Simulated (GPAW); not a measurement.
**MnSi15 (Si32 Mn2 d2p35): which magnetic order is lowest**

A self-consistent run ends on one state, which hangs on the start. Several orders of MnSi15 (Si32 Mn2 d2p35) are started in GPAW and their energies compared.

Method: PBE; plane waves with GPAW's PAW setups, scalar-relativistic, in GPAW 26.7.0.

## (1) Starting point

Symmetry: C2/m, No. 12, monoclinic system. The conventional cell has a = 15.361 Å, b = 15.361 Å, c = 5.431 Å, α = 90.00°, β = 90.00°, γ = 90.00°. Mn has 3 Si at 2.35 Å and 1 Mn at 2.35 Å nearest. Nearest to Si lie 3 Si at 2.35 Å and 1 Mn at 2.35 Å. Si has 4 Si at 2.35 Å nearest. Nearest to Si lie 4 Si at 2.35 Å. Si has 4 Si at 2.35 Å nearest. substitutional dopants on the host's lattice, its constants typed without a cited source, atoms not relaxed. Farther neighbours are not listed.

The cell is a made-up one and need not be a known phase.

## (2) Run 1 (ferro ++)

Parallel moments need no larger cell; this start tests for a ferromagnetic state only.

File order1.py:

```python
import json
import numpy as np
from ase import Atoms
from ase.parallel import paropen, parprint
from gpaw import GPAW

atoms = Atoms(['Mn', 'Mn', 'Si', 'Si', 'Si', 'Si', 'Si', 'Si', 'Si', 'Si', 'Si', 'Si', 'Si', 'Si', 'Si', 'Si', 'Si', 'Si', 'Si', 'Si', 'Si', 'Si', 'Si', 'Si', 'Si', 'Si', 'Si', 'Si', 'Si', 'Si', 'Si', 'Si'],
    cell=[[10.862, 0.0, 0.0],
         [0.0, 10.862, 0.0],
         [0.0, 0.0, 5.431]],
    scaled_positions=[[0.0, 0.0, 0.0],
         [0.125, 0.125, 0.25],
         [0.0, 0.25, 0.5],
         [0.125, 0.375, 0.75],
         [0.25, 0.0, 0.5],
         [0.375, 0.125, 0.75],
         [0.25, 0.25, 0.0],
         [0.375, 0.375, 0.25],
         [0.0, 0.5, 0.0],
         [0.125, 0.625, 0.25],
         [0.0, 0.75, 0.5],
         [0.125, 0.875, 0.75],
         [0.25, 0.5, 0.5],
         [0.375, 0.625, 0.75],
         [0.25, 0.75, 0.0],
         [0.375, 0.875, 0.25],
         [0.5, 0.0, 0.0],
         [0.625, 0.125, 0.25],
         [0.5, 0.25, 0.5],
         [0.625, 0.375, 0.75],
         [0.75, 0.0, 0.5],
         [0.875, 0.125, 0.75],
         [0.75, 0.25, 0.0],
         [0.875, 0.375, 0.25],
         [0.5, 0.5, 0.0],
         [0.625, 0.625, 0.25],
         [0.5, 0.75, 0.5],
         [0.625, 0.875, 0.75],
         [0.75, 0.5, 0.5],
         [0.875, 0.625, 0.75],
         [0.75, 0.75, 0.0],
         [0.875, 0.875, 0.25]],
    pbc=True,
    magmoms=[4.5, 4.5, 0.0, 0.0, 0.0, 0.0, 0.0, 0.0, 0.0, 0.0, 0.0, 0.0, 0.0, 0.0, 0.0, 0.0, 0.0, 0.0, 0.0, 0.0, 0.0, 0.0, 0.0, 0.0, 0.0, 0.0, 0.0, 0.0, 0.0, 0.0, 0.0, 0.0])
atoms.calc = GPAW(mode={'name': 'pw', 'ecut': 450},
    xc='PBE',
    kpts={'size': (3, 3, 5), 'gamma': True},
    occupations={'name': 'fermi-dirac', 'width': 0.05},
    convergence={'density': 1e-05, 'energy': 1e-05},
    maxiter=200,
    mixer={'name': 'pulay', 'beta': 0.05, 'nmaxold': 6, 'weight': 50},
    symmetry={'tolerance': 1e-4},
    txt='order1.txt')
e = atoms.get_potential_energy(force_consistent=True)
res = {'free_energy': e, 'energy_sigma0': atoms.get_potential_energy(), 'fermi_energy': atoms.calc.get_fermi_level()}
res['moments'] = atoms.get_magnetic_moments().tolist()
res['total'] = atoms.get_magnetic_moment()
parprint('site moments (muB):', np.round(res['moments'], 3))
parprint(f"total moment: {res['total']:.3f} muB")
parprint(f'free energy: {e:.6f} eV')
atoms.calc.write('order1.gpw')
with paropen('results.json', 'w') as f:
    json.dump(res, f)
```

Run with:

```bash
$ OMP_NUM_THREADS=1 mpirun -n 4 gpaw python order1.py > order1.log
```

Numbers of over 12 decimals in the logs are rounded to 6 here.

The log of the run:

```text
site moments (muB): [ 2.677e+00  2.677e+00 -4.100e-02  1.000e-02 -4.100e-02  1.000e-02
 -4.700e-02  5.000e-03 -2.000e-03 -2.000e-03  1.000e-02 -4.100e-02
 -1.000e-03 -0.000e+00  4.000e-03  4.000e-03 -2.000e-03 -2.000e-03
 -1.000e-03 -0.000e+00  1.000e-02 -4.100e-02  4.000e-03  4.000e-03
 -1.000e-03 -1.000e-03 -0.000e+00 -1.000e-03 -0.000e+00 -1.000e-03
  5.000e-03 -4.700e-02]
total moment: 5.845 muB
free energy: -176.724435 eV

--- order1.txt ---
Input parameters:
  mode=PW(ecut=450),
  convergence={'density': 1e-05, 'energy': 1e-05},
  kpts=MonkhorstPack(size=(3, 3, 5), gamma=True),
  maxiter=200,
  mixer=Pulay(name='pulay', nmaxold=6, beta=0.05, weight=50, sigma=0.015, g_ss=None),
  occupations=Occupations(name='fermi-dirac', width=0.05),
  symmetry=Symmetry(tolerance=0.0001),
  xc=XC(name='PBE')

Diagonalizing LCAO Hamiltonian
Converting LCAO to pw mode
        .--------------------------.
       /|                          |
      / |                          |
     /  |  Si           Si         |
    /   |      Si            Si    |
   /  Si|           Si             |
  /    Si        Si  Si        Si  |
 *      .--Si------------Si--------.
 |     / Si Si        Si Si       /
 | Si /      Si Si         Si    /
 |   Si Si    Si  Si Si    Si   /
 |  /Mn            Si          /
 | /     Si            Si     /
 |/                          /
 Mn------------Si-----------*

Atoms  # Å, Bohr magnetons
|    | symbol |        x |        y |        z |    initial magnetic moments |
|----|--------|----------|----------|----------|-----------------------------|
|  0 |     Mn | 0.000000 | 0.000000 | 0.000000 | ( 0.0000,  0.0000,  4.5000) |
|  1 |     Mn | 1.357750 | 1.357750 | 1.357750 | ( 0.0000,  0.0000,  4.5000) |
|  2 |     Si | 0.000000 | 2.715500 | 2.715500 | ( 0.0000,  0.0000,  0.0000) |
|  3 |     Si | 1.357750 | 4.073250 | 4.073250 | ( 0.0000,  0.0000,  0.0000) |
|  4 |     Si | 2.715500 | 0.000000 | 2.715500 | ( 0.0000,  0.0000,  0.0000) |
|  5 |     Si | 4.073250 | 1.357750 | 4.073250 | ( 0.0000,  0.0000,  0.0000) |
|  6 |     Si | 2.715500 | 2.715500 | 0.000000 | ( 0.0000,  0.0000,  0.0000) |
|  7 |     Si | 4.073250 | 4.073250 | 1.357750 | ( 0.0000,  0.0000,  0.0000) |
|  8 |     Si | 0.000000 | 5.431000 | 0.000000 | ( 0.0000,  0.0000,  0.0000) |
|  9 |     Si | 1.357750 | 6.788750 | 1.357750 | ( 0.0000,  0.0000,  0.0000) |
| 10 |     Si | 0.000000 | 8.146500 | 2.715500 | ( 0.0000,  0.0000,  0.0000) |
| 11 |     Si | 1.357750 | 9.504250 | 4.073250 | ( 0.0000,  0.0000,  0.0000) |
| 12 |     Si | 2.715500 | 5.431000 | 2.715500 | ( 0.0000,  0.0000,  0.0000) |
| 13 |     Si | 4.073250 | 6.788750 | 4.073250 | ( 0.0000,  0.0000,  0.0000) |
| 14 |     Si | 2.715500 | 8.146500 | 0.000000 | ( 0.0000,  0.0000,  0.0000) |
| 15 |     Si | 4.073250 | 9.504250 | 1.357750 | ( 0.0000,  0.0000,  0.0000) |
| 16 |     Si | 5.431000 | 0.000000 | 0.000000 | ( 0.0000,  0.0000,  0.0000) |
| 17 |     Si | 6.788750 | 1.357750 | 1.357750 | ( 0.0000,  0.0000,  0.0000) |
[...]
| 22 |     Si | 8.146500 | 2.715500 | 0.000000 | ( 0.0000,  0.0000,  0.0000) |
| 23 |     Si | 9.504250 | 4.073250 | 1.357750 | ( 0.0000,  0.0000,  0.0000) |
| 24 |     Si | 5.431000 | 5.431000 | 0.000000 | ( 0.0000,  0.0000,  0.0000) |
| 25 |     Si | 6.788750 | 6.788750 | 1.357750 | ( 0.0000,  0.0000,  0.0000) |
| 26 |     Si | 5.431000 | 8.146500 | 2.715500 | ( 0.0000,  0.0000,  0.0000) |
| 27 |     Si | 6.788750 | 9.504250 | 4.073250 | ( 0.0000,  0.0000,  0.0000) |
| 28 |     Si | 8.146500 | 5.431000 | 2.715500 | ( 0.0000,  0.0000,  0.0000) |
| 29 |     Si | 9.504250 | 6.788750 | 4.073250 | ( 0.0000,  0.0000,  0.0000) |
| 30 |     Si | 8.146500 | 8.146500 | 0.000000 | ( 0.0000,  0.0000,  0.0000) |
| 31 |     Si | 9.504250 | 9.504250 | 1.357750 | ( 0.0000,  0.0000,  0.0000) |

Unit cell  # Å
| periodic |         x |         y |        z |   lengths |    angles |
|----------|-----------|-----------|----------|-----------|-----------|
|      yes | 10.862000 |  0.000000 | 0.000000 | 10.862000 | 90.000000 |
|      yes |  0.000000 | 10.862000 | 0.000000 | 10.862000 | 90.000000 |
|      yes |  0.000000 |  0.000000 | 5.431000 |  5.431000 | 90.000000 |

Number of symmetries: 2

BZ-sampling:
  Number of BZ points: 45
  Number of IBZ points: 16

  Monkhorst-Pack size: [3, 3, 5]
  Monkhorst-Pack shift: [0, 0, 0]

K-points  # in reciprocal-cell coordinates
|     |                                coordinates |     weight |
|-----|--------------------------------------------|------------|
|   0 | (  0.00000000,   0.00000000,   0.00000000) | 0.02222222 |
|   1 | (  0.00000000,   0.00000000,   0.20000000) | 0.04444444 |
|   2 | (  0.00000000,   0.00000000,   0.40000000) | 0.04444444 |
|   3 | (  0.33333333,  -0.33333333,   0.00000000) | 0.04444444 |
|   4 | (  0.33333333,  -0.33333333,   0.20000000) | 0.08888889 |
|   5 | (  0.33333333,  -0.33333333,   0.40000000) | 0.08888889 |
|   6 | (  0.33333333,   0.00000000,  -0.40000000) | 0.08888889 |
|   7 | (  0.33333333,   0.00000000,  -0.20000000) | 0.08888889 |
|   8 | (  0.33333333,   0.00000000,   0.00000000) | 0.08888889 |
|   9 | (  0.33333333,   0.00000000,   0.20000000) | 0.08888889 |
| ... |                                            |            |
|  15 | (  0.33333333,   0.33333333,   0.40000000) | 0.04444444 |

Plane wave coefficients: 13930
Cutoff: 450.000000 eV

Spin-components: 2 (collinear spins)
Bands:           100
Projectors:      162
Spin-degeneracy: 1
Datatype:        complex128

Parallelization:
  kpt:    4
  domain: 1
  band:   1

Density:
  Valence electrons: 150.0
  Components: 2
  Grid points: [54 54 27]
  Charge: 0.0  # |e|

Potential:
  Grid points: [54 54 27]

species:
  Mn:
    name:    Manganese
    Z:       25.0
    valence: 15
    core:    10
    charge:  0.0  # [|e|]
    compensation charges:
      type: gauss
      rc: 0.38  # [Å]
      lmax: 2
    cutoffs:
      filter: 2.14  # [Å]
      core: 0.86  # [Å]
    projectors
    | kind |    occ | energy [eV] | rcut [Å] |
    |------|--------|-------------|----------|
    |   3s |  2.000 |     -85.859 |    1.275 |
    |   4s |  2.000 |      -5.106 |    1.275 |
    |   3p |  6.000 |     -54.597 |    1.281 |
    |   4p |  0.000 |      -1.371 |    1.281 |
    |   3d |  5.000 |      -6.771 |    1.138 |
    |    d |        |      20.441 |    1.138 |

    Using partial waves for Mn as LCAO basis

  Si:
    name:    Silicon
    Z:       14.0
    valence: 4
    core:    10
    charge:  0.0  # [|e|]
    compensation charges:
      type: gauss
      rc: 0.33  # [Å]
      lmax: 2
    cutoffs:
      filter: 1.86  # [Å]
      core: 2.06  # [Å]
    projectors
    | kind |    occ | energy [eV] | rcut [Å] |
    |------|--------|-------------|----------|
    |   3s |  2.000 |     -10.812 |    1.058 |
    |   3p |  2.000 |      -4.081 |    1.058 |
    |    s |        |      16.399 |    1.058 |
    |    p |        |      23.130 |    1.058 |
    |    d |        |       0.000 |    1.058 |

    Using partial waves for Si as LCAO basis

Reference energy: -299618.503652  # eV

eigensolver:
  PPCG
  Converge bands: occupied
  niter=2

density mixing:
  Pulay-Mixer
  Linear mixing parameters: 0.05
  Old densities: 6
  Fourier metric: weight=50, sigma=0.015

occupation numbers:
  Fermi-Dirac:
    width: 0.0500  # eV

poisson solver:
  ecut: 3600.000000  # eV

xc functional:
  name: PBE with 2 nearest neighbor stencil

convergence criteria:
- Maximum integral of absolute [dens]ity change: 1e-05 electrons / valence electron
- Maximum [total energy] change in last 3 cyles: 1e-05 eV / valence electron
- Maximum integral of absolute [eigenst]ate change: 4e-08 eV^2 / valence electron
maximum number of iterations: 200

SCF iterations
|iter     |      energy | eigst |  dens |  magmom |
|---------|-------------|-------|-------|---------|
|iter:   1|       0s | -177.402376 | +0.30 |       |  +9.0228|
|iter:   2|      26s | -177.134721 | -1.00 | -0.80 |  +8.8518|
|iter:   3|      52s | -176.994268 | -2.33 | -0.87 |  +8.7482|
|iter:   4|      81s | -176.687950 | -1.01 | -0.89 |  +7.0822|
|iter:   5|     107s | -176.474530 | -2.29 | -1.54 |  +7.2647|
|iter:   6|     133s | -176.562775 | -2.03 | -1.44 |  +6.9447|
|iter:   7|     160s | -176.602966 | -2.40 | -1.55 |  +6.7470|
|iter:   8|     186s | -176.624570 | -2.64 | -1.73 |  +6.5365|
|iter:   9|     212s | -176.664925 | -2.99 | -1.83 |  +6.2825|
|iter:  10|     240s | -176.681743 | -3.32 | -2.12 |  +6.1903|
[... 21 iterations left out ...]
|iter:  32|     794s | -176.698944c| -8.14c| -4.29 |  +5.8536|
|iter:  33|     813s | -176.698906c| -7.58c| -4.30 |  +5.8519|
|iter:  34|     826s | -176.698890c| -7.97c| -4.42 |  +5.8514|
|iter:  35|     839s | -176.698859c| -7.57c| -4.45 |  +5.8503|
|iter:  36|     852s | -176.698846c| -7.81c| -4.50 |  +5.8497|
|iter:  37|     878s | -176.698807c| -7.55c| -4.54 |  +5.8480|
|iter:  38|     890s | -176.698789c| -8.02c| -4.71 |  +5.8473|
|iter:  39|     903s | -176.698773c| -8.09c| -4.80 |  +5.8466|
|iter:  40|     916s | -176.698758c| -8.01c| -4.88 |  +5.8460|
|iter:  41|     928s | -176.698737c| -7.98c| -5.01c|  +5.8451|

Converged in 41 steps
Energy contributions relative to reference atoms: (reference = -299618.503652)

Energy contributions:
  Kinetic:         240.062590
  Coulomb:        -209.545061
  Zero:              0.007717
  External:          0.000000
  Xc:             -207.198285
  Entropy:          -0.051396
  Spinorbit:         0.000000
  ----------------------------
  Free energy:    -176.724435
  Extrapolated:   -176.698737

dipole moment: (-95.428098, -95.428098, -94.928873)  # |e|*Ang

Total magnetic moment: (0.000000, 0.000000, 5.845069)

Local magnetic moments
|        x |        y |         z |
|----------|----------|-----------|
| 0.000000 | 0.000000 |  2.676900 |  # Mn   0
| 0.000000 | 0.000000 |  2.676900 |  # Mn   1
| 0.000000 | 0.000000 | -0.040992 |  # Si   2
| 0.000000 | 0.000000 |  0.010080 |  # Si   3
| 0.000000 | 0.000000 | -0.040992 |  # Si   4
| 0.000000 | 0.000000 |  0.010080 |  # Si   5
| 0.000000 | 0.000000 | -0.046809 |  # Si   6
| 0.000000 | 0.000000 |  0.005025 |  # Si   7
| 0.000000 | 0.000000 | -0.002293 |  # Si   8
| 0.000000 | 0.000000 | -0.002293 |  # Si   9
| 0.000000 | 0.000000 |  0.010080 |  # Si  10
| 0.000000 | 0.000000 | -0.040992 |  # Si  11
| 0.000000 | 0.000000 | -0.001000 |  # Si  12
| 0.000000 | 0.000000 | -0.000493 |  # Si  13
| 0.000000 | 0.000000 |  0.003961 |  # Si  14
| 0.000000 | 0.000000 |  0.003961 |  # Si  15
[...]
| 0.000000 | 0.000000 |  0.003961 |  # Si  22
| 0.000000 | 0.000000 |  0.003961 |  # Si  23
| 0.000000 | 0.000000 | -0.000779 |  # Si  24
| 0.000000 | 0.000000 | -0.000779 |  # Si  25
| 0.000000 | 0.000000 | -0.000493 |  # Si  26
| 0.000000 | 0.000000 | -0.001000 |  # Si  27
| 0.000000 | 0.000000 | -0.000493 |  # Si  28
| 0.000000 | 0.000000 | -0.001000 |  # Si  29
| 0.000000 | 0.000000 |  0.005025 |  # Si  30
| 0.000000 | 0.000000 | -0.046809 |  # Si  31

Fermi level: 5.124
Eigenvalues  # (at kpt = [0.000, 0.000, 0.000])
| band index |      eig [eV] | occ [0-1] |      eig [eV] | occ [0-1] |
|------------|---------------|-----------|---------------|-----------|
|          0 |       -74.995 |     1.000 |       -72.058 |     1.000 |
|        ... |               |           |               |           |
|         67 |         3.599 |     1.000 |         4.091 |     1.000 |
|         68 |         3.600 |     1.000 |         4.559 |     1.000 |
|         69 |         3.666 |     1.000 |         4.782 |     0.999 |
|         70 |         3.752 |     1.000 |         4.810 |     0.998 |
|         71 |         3.897 |     1.000 |         4.946 |     0.972 |
|         72 |         4.068 |     1.000 |         5.233 |     0.101 |
|         73 |         4.597 |     1.000 |         5.260 |     0.061 |
|         74 |         4.679 |     1.000 |         5.815 |     0.000 |
|         75 |         4.702 |     1.000 |         5.817 |     0.000 |
|         76 |         4.860 |     0.995 |         5.867 |     0.000 |
|         77 |         4.939 |     0.976 |         6.136 |     0.000 |
|         78 |         5.168 |     0.292 |         6.150 |     0.000 |
|         79 |         6.125 |     0.000 |         6.179 |     0.000 |
|         80 |         6.127 |     0.000 |         6.243 |     0.000 |
|         81 |         6.129 |     0.000 |         6.403 |     0.000 |
|         82 |         6.155 |     0.000 |         6.508 |     0.000 |
|        ... |               |           |               |           |
|         99 |         8.579 |     0.000 |         8.681 |     0.000 |

No gap
No difference between direct/indirect transitions
```

Elapsed: 16 min, on 4 MPI ranks of Arm Neoverse V2, shared host; peak memory 2.4 GiB; 65 min of CPU time.

Spin moment in the augmentation sphere by element, in μB:

| element | atoms | mean | spread (r.m.s.) | least | largest |
| --- | --- | --- | --- | --- | --- |
| Mn | 2 | 2.68 | 0.00 | 2.68 | 2.68 |
| Si | 30 | -0.01 | 0.02 | -0.05 | 0.01 |

The atoms farthest from the mean of their element:

| atom | x, y, z (Å) | spin moment in the augmentation sphere (μB) |
| --- | --- | --- |
| Si7 | 2.72, 2.72, 0.00 | -0.05 |
| Si32 | 9.50, 9.50, 1.36 | -0.05 |
| Si5 | 2.72, 0.00, 2.72 | -0.04 |
| Si3 | 0.00, 2.72, 2.72 | -0.04 |
| Si22 | 9.50, 1.36, 4.07 | -0.04 |
| Si12 | 1.36, 9.50, 4.07 | -0.04 |
| Si6 | 4.07, 1.36, 4.07 | 0.01 |
| Si4 | 1.36, 4.07, 4.07 | 0.01 |

Read from the output:

```yaml
magnetization: 5.845 μB
final_state: ferromagnetic
```

After 41 cycles the largest moment stands at 2.68 μB.

[end of part 1 of 2]

[Logs and program files are shortened in this print: banners, set-up blocks, solver, clock and traceback lines can be left out without a mark of their own.]

[Logs are printed without paths, hosts, clocks, repeated set-up lines and the standing remarks that a program may print on its own settings, such as how far it seeks lower states.]

[Hosts, paths, dates, database ids (printed as entryN), source tags and the programs' standing remarks are cut or masked in the printed files.]

[Where a cell is said to come from a database of computed structures, the database is the Materials Project.]
